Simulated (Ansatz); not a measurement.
**A faulty run on hcp Mg, size series (36 atoms)**

Program: Ansatz 0.2.0. The cell: 36 Mg.

Input file input.yaml:

```yaml
crystal:
  lattice:
    - [9.627, 0.0, 0.0]
    - [-4.8135, 8.33723, 0.0]
    - [0.0, 0.0, 10.422]
  atoms:
    - { symbol: Mg, position: [0.03234, 0.03134, 0.00179] }
    - { symbol: Mg, position: [0.11435, 0.21824, 0.26061] }
    - { symbol: Mg, position: [0.99763, 0.00957, 0.50376] }
    - { symbol: Mg, position: [0.13323, 0.23011, 0.73706] }
    - { symbol: Mg, position: [0.01921, 0.3285, 0.99122] }
    - { symbol: Mg, position: [0.08057, 0.55603, 0.22871] }
    - { symbol: Mg, position: [0.9814, 0.3246, 0.51383] }
    - { symbol: Mg, position: [0.12305, 0.51955, 0.75665] }
    - { symbol: Mg, position: [0.99782, 0.67122, 0.98015] }
    - { symbol: Mg, position: [0.11954, 0.90057, 0.24535] }
    - { symbol: Mg, position: [0.01669, 0.6842, 0.48232] }
    - { symbol: Mg, position: [0.13404, 0.89681, 0.7551] }
    - { symbol: Mg, position: [0.31662, 0.99003, 0.00806] }
    - { symbol: Mg, position: [0.42798, 0.22373, 0.25808] }
    - { symbol: Mg, position: [0.32366, 0.9921, 0.50653] }
    - { symbol: Mg, position: [0.44082, 0.21483, 0.7632] }
    - { symbol: Mg, position: [0.33431, 0.32558, 0.99297] }
    - { symbol: Mg, position: [0.45683, 0.5464, 0.25014] }
    [... 12 atom lines left out ...]
    - { symbol: Mg, position: [0.65471, 0.33511, 0.52997] }
    - { symbol: Mg, position: [0.78716, 0.53196, 0.74681] }
    - { symbol: Mg, position: [0.6364, 0.63629, 0.98592] }
    - { symbol: Mg, position: [0.76671, 0.87661, 0.2614] }
    - { symbol: Mg, position: [0.6552, 0.65985, 0.48946] }
    - { symbol: Mg, position: [0.76807, 0.88583, 0.74776] }
kpoints:
  mp_grid: { grid: [2, 2, 2] }
hamiltonian:
  xc: lda
  hubbard: { sites: [{ species: Mg, l: f, u_eff: 4.0 }] }
scf:
  occupations: { method: fermi_dirac, width: 0.1 }
  max_iter: 50
output:
  forces: true
```

On the command line:

```
$ ansatz run input.yaml --threads 8 --pin off --max-ram 15872MiB --backend cpu --events-out ev --progress --plain --runs-dir out
```

The log of the run:

```text
Error: inconsistent input (hamiltonian.hubbard.sites[].l, hamiltonian.hubbard.sites[].shell): the file of Mg doesn't list 4f, and it can't be added: PBE doesn't bind the shell 4f of the free atom, whose level lies at +1.07 eV. Type an atom or ion with it (hamiltonian.pseudopotentials.projection_atoms), take another file or name another shell
```

Wall time 0.07 s (8 threads of Arm Neoverse V2, shared host); peak memory 0.12 GiB.

**Question.** What is wrong with this input, and how is it mended?

A U on a shell that isn't there: hamiltonian.hubbard = {"sites": [{"species": "Mg", "l": "f", "u_eff": 4.0}]}.

The fix is to take out hamiltonian.hubbard.

The program refused it before any cycle.

[Logs are printed without paths, hosts, clocks, repeated set-up lines and the standing remarks that a program may print on its own settings, such as how far it seeks lower states.]

[Hosts, paths, dates, database ids (printed as entryN), source tags and the programs' standing remarks are cut or masked in the printed files.]
